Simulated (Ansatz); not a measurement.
# LaMg6Ir: relaxing a made-up structure, part 2 of 2

This structure for LaMg6Ir is made up. Its elements were placed in a known structure type with a cell scaled to their sizes. What cell does the guess relax to, and how far off was it?

Ansatz 0.2.0; DFT, PBE, plane-wave PAW, files of the set soft_1, scalar-relativistic, no spin, cell and ions relaxed at zero pressure; PAW set soft_1 (the session's first sound run).

So far: The structure; Relaxation of the guess. The relaxed cell has a, b, c = 4.442, 6.147, 13.882 Å (conventional setting).

## 3. Electronic structure of the relaxed cell

A second self-consistent run takes a narrower smearing and the mesh shown in its input; the bands follow along the standard path of the relaxed lattice.

This step: DFT, PBE, plane-wave PAW, files of the set soft_1, scalar-relativistic, no spin, bands and density of states at the relaxed cell; PAW set soft_1 (Ansatz 0.2.0).

input.yaml reads:

```yaml
crystal:
  lattice:
    - [4.4418729581, 0.0, 0.0]
    - [0.0, 3.0734205421, 6.9408782097]
    - [0.0, -3.0734205421, 6.9408782097]
  atoms:
    - { symbol: Ir, position: [0.0, 0.8770746595, 0.8770746595] }
    - { symbol: La, position: [0.5, 0.7254875505, 0.7254875505] }
    - { symbol: Mg, position: [0.5, 0.1403540149, 0.1403540149] }
    - { symbol: Mg, position: [0.5, 0.1707338023, 0.6792601396] }
    - { symbol: Mg, position: [0.5, 0.6792601396, 0.1707338023] }
    - { symbol: Mg, position: [0.0, 0.3066650462, 0.3066650462] }
    - { symbol: Mg, position: [0.0, 0.3070539978, 0.7994707892] }
    - { symbol: Mg, position: [0.0, 0.7994707892, 0.3070539978] }
kpoints:
  mp_grid: { grid: [8, 6, 6] }
  band_path:
    path:
      - [[0.0, 0.0, 0.0], [0.0, 0.29901795, -0.29901795], [0.0, 0.0, -0.5], [-0.5, 0.0, -0.5], [-0.5, 0.29901795, -0.29901795], [-0.5, 0.0, 0.0], [0.0, 0.0, 0.0], [0.0, -0.5, -0.5], [0.0, -0.29901795, -0.70098205], [-0.5, -0.29901795, -0.70098205], [-0.5, -0.5, -0.5], [0.0, -0.5, -0.5]]
      - [[-0.5, 0.0, 0.0], [-0.5, -0.5, -0.5]]
    npoints: 6
scf:
  occupations: { method: fermi_dirac, width: 0.03 }
  n_extra_bands: 12
hamiltonian:
  xc: pbe
  pseudopotentials: { kind: paw, azcp: { folder: soft_1 } }
output:
  forces: true
  stress: true
  write_bands: true
  dos: { projected: true }
  write_density: true
  write_potential: true
  elf: true
  volumetric_format: npy
```

Command:

```bash
> ansatz run input.yaml --threads 4 --pin off --max-ram 10240MiB --backend cpu --events-out ev --progress --plain --runs-dir out
```

Numbers of over 12 decimals in the logs are rounded to 6 here.

What it wrote:

```text
La: projections on atomic orbitals take those of the free atom [Kr 4d10] 4f0 5s2 5p6 5d1 6s2, of charge +0.00 (hamiltonian.pseudopotentials.projection_atoms); the dataset's partial waves leave at most 1.9e-5 of an orbital's norm unspanned inside its sphere
[...]
Crystal: 8 atoms, lattice volume = 189.510 Å³
Basis set: ecut = 420 eV, 3735 PW (Γ), exchange–correlation on 60×108×108 points (8 copies of the dense FFT grid, shifted against one another)
Bands: 56, of which v1, the nominal top of the filled ones, is band 44 counted from 1 (43 counted from 0)
Symmetry: 4 space group operations
[...]
k-points: 65 of 288 (time reversal used)
[...]
SCF iter   1: F=—  HF=-29737.169291 eV  |F-HF|=—  |Δ(HF+E_count)|=         —  Δρ=1.35e-1  dr2=1.10e2  ethr=3.10e-3  ⟨swp⟩=6.8  Hψ=12807  notcnv=0
[...]
SCF iter  10: F=-29730.645259 eV  HF=-29730.645260 eV  |F-HF|=6.00e-8  |Δ(HF+E_count)|=   3.57e-7  Δρ=4.50e-6  dr2=8.01e-8  ethr=1.14e-10  ⟨swp⟩=16.8  Hψ=29280  notcnv=0
SCF 1 converged in 10 iterations: F = -29730.645259 eV  dr2 = 8.01e-8
[...]
NSCF: frozen V_eff on 74 k-points
SCF converged after 10 iterations
Free energy (F): -29730.645259 eV
[...]
Internal energy: -29730.629324 eV  (E = F + TS)
E sigma→0 (E₀):  -29730.637292 eV
Entropy (-TS):   -0.015936 eV (-1.992 meV/atom)
Fermi energy:    7.816857 eV
[...]
--- Forces (eV/Å), atoms counted from 1 ---
  atom   1  Ir     0.00000000     0.00000000    -0.04032505
  atom   2  La     0.00000000     0.00000000    -0.00247210
  atom   3  Mg     0.00000000     0.00000000    -0.02722435
  atom   4  Mg     0.00000000     0.01316608     0.03424739
  atom   5  Mg     0.00000000    -0.01316608     0.03424739
  atom   6  Mg     0.00000000     0.00000000     0.00775549
  atom   7  Mg     0.00000000     0.01861873    -0.00309914
  atom   8  Mg     0.00000000    -0.01861873    -0.00309914
  max |Σ_I F_I| component: 3.05e-5 eV/Å
--- Stress (GPa, compression-positive) ---
        0.493887       0.000000       0.000000
        0.000000      -0.310610       0.000000
        0.000000       0.000000      -0.175695
  P = ⅓ Tr σ = 0.0025 GPa (0.025 kbar)
--- Band table (eV; the first three rows and the last of 65) ---
  k-point 0: bands = [... 40 lower, 6.0803, 6.5408, 7.3608, 7.4256, 8.4361, 9.5197, 9.5817, 9.6498, ... 8 higher]
  k-point 1: bands = [... 40 lower, 6.0200, 6.5775, 7.3483, 7.9920, 8.4743, 9.4666, 9.4682, 9.6588, ... 8 higher]
  k-point 2: bands = [... 40 lower, 6.1071, 6.8219, 7.9400, 8.5435, 8.6516, 9.0441, 9.3271, 9.5971, ... 8 higher]
  k-point 64: bands = [... 40 lower, 6.2781, 6.5398, 6.9739, 7.4564, 7.4740, 8.4865, 9.0049, 9.0922, ... 8 higher]
```

Elapsed: 23 s, on 4 threads of AMD EPYC 7B13 (Zen 3), shared host; peak memory 1.1 GiB; 89 s of CPU time.

In the SCF lines HF is the Harris–Foulkes energy and dr2 the Hartree energy of the density residual, in eV; the loop may stop once dr2 is under the threshold and the program's other checks hold. Hψ counts applications of the Hamiltonian.

Numbers from this step:

```
free energy             : -29730.6453 eV
energy at zero smearing : -29730.6373 eV
smearing term TS        : 0.01594 eV
Fermi energy            : 7.817 eV
pressure                : 0.002527 GPa
```

bands.tsv at the labelled points (eV, zero at the Fermi level; the bands that come nearest the Fermi level along the path):

```tsv
point	band 41	band 42	band 43	band 44	band 45	band 46	band 47	band 48
Γ	-1.74	-1.28	-0.46	-0.39	0.62	1.70	1.76	1.83
X	-1.65	-0.69	0.27	0.66	1.04	1.27	1.37	1.69
S	-1.69	-0.39	-0.02	0.74	0.76	1.45	1.63	1.69
R	-1.77	-1.29	-1.01	-0.83	-0.60	0.48	0.62	1.60
A	-1.71	-1.37	-1.31	-0.68	-0.21	0.64	0.87	1.38
Z	-1.44	-1.09	-1.02	-0.68	-0.08	0.20	0.34	0.41
Γ	-1.74	-1.28	-0.46	-0.39	0.62	1.70	1.76	1.83
Y	-1.35	-0.70	-0.15	0.27	0.27	0.79	1.19	1.59
X1	-1.65	-0.69	0.27	0.66	1.04	1.27	1.37	1.69
A1	-1.71	-1.37	-1.31	-0.68	-0.21	0.64	0.87	1.38
T	-1.54	-1.28	-0.84	-0.36	-0.34	0.67	1.19	1.28
Y	-1.35	-0.70	-0.15	0.27	0.27	0.79	1.19	1.59
Z	-1.44	-1.09	-1.02	-0.68	-0.08	0.20	0.34	0.41
T	-1.54	-1.28	-0.84	-0.36	-0.34	0.67	1.19	1.28
```

Counts of states for the cell as run, both spins, by energy window (eV from the Fermi level):

| from | to | total |
| --- | --- | --- |
| -8 | -7 | 0.00 |
| -7 | -6 | 0.44 |
| -6 | -5 | 1.15 |
| -5 | -4 | 1.85 |
| -4 | -3 | 3.11 |
| -3 | -2 | 6.39 |
| -2 | -1 | 6.57 |
| -1 | 0 | 4.51 |
| 0 | 1 | 4.59 |
| 1 | 2 | 8.62 |

Below -8 eV lie 64.0 more states.

Electrostatic potential energy in the bc plane of the cell as run, not the conventional one, at fractional x = 0.000, with atoms of Ir and Mg within 0.2 Å of it. With pseudopotentials it is smooth inside the atoms' cores, unlike the true potential.

Ten even steps from '0' (-72 eV) to '9' (11 eV), each cell a mean:
```
999888999999999621369
999865799999999730026
799851268999999961003
589960016999999985101
589984003899999998632
689998412799999999976
899999876789999999999
999999998899999999999
999999999999999999999
999999999999999999999
999999999999998999999
999877899999987789999
999852479999986236899
999850037999997101699
999972004899998400279
999997202799999840158
999999755799999986568
999999988899999999888
999999999999999999999
999999999999999888999
999999999999998655799
```
Columns run along b (7.6 Å; values clipped at the 3rd and 97th percentile), rows up along c (7.6 Å). Atoms in or near the plane, at fractional coordinates: Ir at (0.88, 0.88), Mg at (0.31, 0.31), Mg at (0.31, 0.80), Mg at (0.80, 0.31).

Valence density in the bc plane of the cell as run, not the conventional one, at fractional x = 0.000, with atoms of Ir and Mg within 0.2 Å of it. It is the smooth field of the valence electrons, not physical close to the nuclei.

Ten steps, logarithmic in the rise over the least value, from '0' (0 e/Å³) to '9' (23 e/Å³), each cell a mean:
```
100000000000001467642
110023100000001367774
310147740000000147876
421038983000000125777
531015996100000012466
321100576200000001134
211000023100000000011
111000000000000000000
000000000000000000000
000000000000000000000
000000000000000000000
000012000000001210000
000046520000003663000
000048972000002798400
000017995000000599710
000002786200000058730
000000144100000013420
000000000000000100100
000000000000011111000
000000000000011232110
000000000000012354311
```
Columns run along b (7.6 Å), rows up along c (7.6 Å). Atoms in or near the plane, at fractional coordinates: Ir at (0.88, 0.88), Mg at (0.31, 0.31), Mg at (0.31, 0.80), Mg at (0.80, 0.31).

ELF in the bc plane of the cell as run, not the conventional one, at fractional x = 0.000, with atoms of Ir and Mg within 0.2 Å of it. It is the smooth field of the valence electrons, not physical close to the nuclei.

Values, 11 rows by 16 columns, each cell a mean:
```
0.37 0.32 0.08 0.12 0.16 0.28 0.44 0.39 0.32 0.34 0.32 0.33 0.55 0.55 0.51 0.39
0.41 0.39 0.19 0.25 0.26 0.23 0.18 0.40 0.36 0.25 0.30 0.34 0.40 0.52 0.49 0.55
0.45 0.36 0.43 0.21 0.23 0.23 0.29 0.14 0.48 0.39 0.22 0.27 0.35 0.37 0.45 0.52
0.30 0.32 0.42 0.46 0.25 0.15 0.17 0.09 0.42 0.67 0.47 0.25 0.22 0.32 0.33 0.30
0.39 0.42 0.46 0.47 0.42 0.30 0.22 0.28 0.58 0.75 0.70 0.55 0.37 0.25 0.29 0.35
0.39 0.33 0.17 0.16 0.21 0.26 0.25 0.29 0.44 0.42 0.23 0.23 0.32 0.41 0.37 0.34
0.42 0.30 0.08 0.26 0.26 0.16 0.14 0.23 0.27 0.23 0.08 0.28 0.25 0.18 0.31 0.45
0.48 0.45 0.25 0.17 0.24 0.21 0.22 0.14 0.34 0.36 0.21 0.19 0.22 0.23 0.20 0.25
0.34 0.45 0.43 0.30 0.15 0.23 0.28 0.09 0.32 0.47 0.46 0.35 0.19 0.23 0.26 0.09
0.30 0.43 0.44 0.44 0.41 0.25 0.13 0.12 0.34 0.45 0.39 0.39 0.42 0.32 0.19 0.15
0.40 0.38 0.32 0.36 0.45 0.47 0.41 0.37 0.42 0.40 0.30 0.33 0.43 0.41 0.37 0.37
```
Columns run along b (7.6 Å), rows up along c (7.6 Å). Atoms in or near the plane, at fractional coordinates: Ir at (0.88, 0.88), Mg at (0.31, 0.31), Mg at (0.31, 0.80), Mg at (0.80, 0.31).

## 4. Results

```json
{"space group, relaxed": "Amm2", "conventional cell": "a = 4.442, b = 6.147, c = 13.882 Å; α = 90.0°, β = 90.0°, γ = 90.0°", "volume per atom": "23.69 Å³ (guess 24.53)"}
```

LaMg6Ir relaxes to Amm2 with a = 4.442, b = 6.147 and c = 13.882 Å. The guessed volume was 4 % too large. The space group Amm2 was held in the relaxation, so the end point is a stationary structure within it and may be a saddle against distortions or other arrangements. Bands cross the Fermi level, so it is a metal or semimetal at this level. On the 8×6×6 mesh with the narrower smearing (relaxed on 5×5×5) the largest force component is 0.040 eV/Å and the largest stress component is 0.494 GPa, against the relaxation's thresholds of 0.015 eV/Å and 0.05 GPa. The cutoff wasn't tested. A vector of the cell changed its length by 14 %, more than the volume shows. Spin-orbit coupling is left out, which can matter for elements this heavy. No dispersion term is used, so weakly bound directions may come out too long. The runs have no spin, and magnetism wasn't tested. Nothing here tests whether the compound is stable against decomposition.

[Logs are printed without paths, hosts, clocks, repeated set-up lines and the standing remarks that a program may print on its own settings, such as how far it seeks lower states.]

[Hosts, paths, dates, database ids (printed as entryN), source tags and the programs' standing remarks are cut or masked in the printed files.]
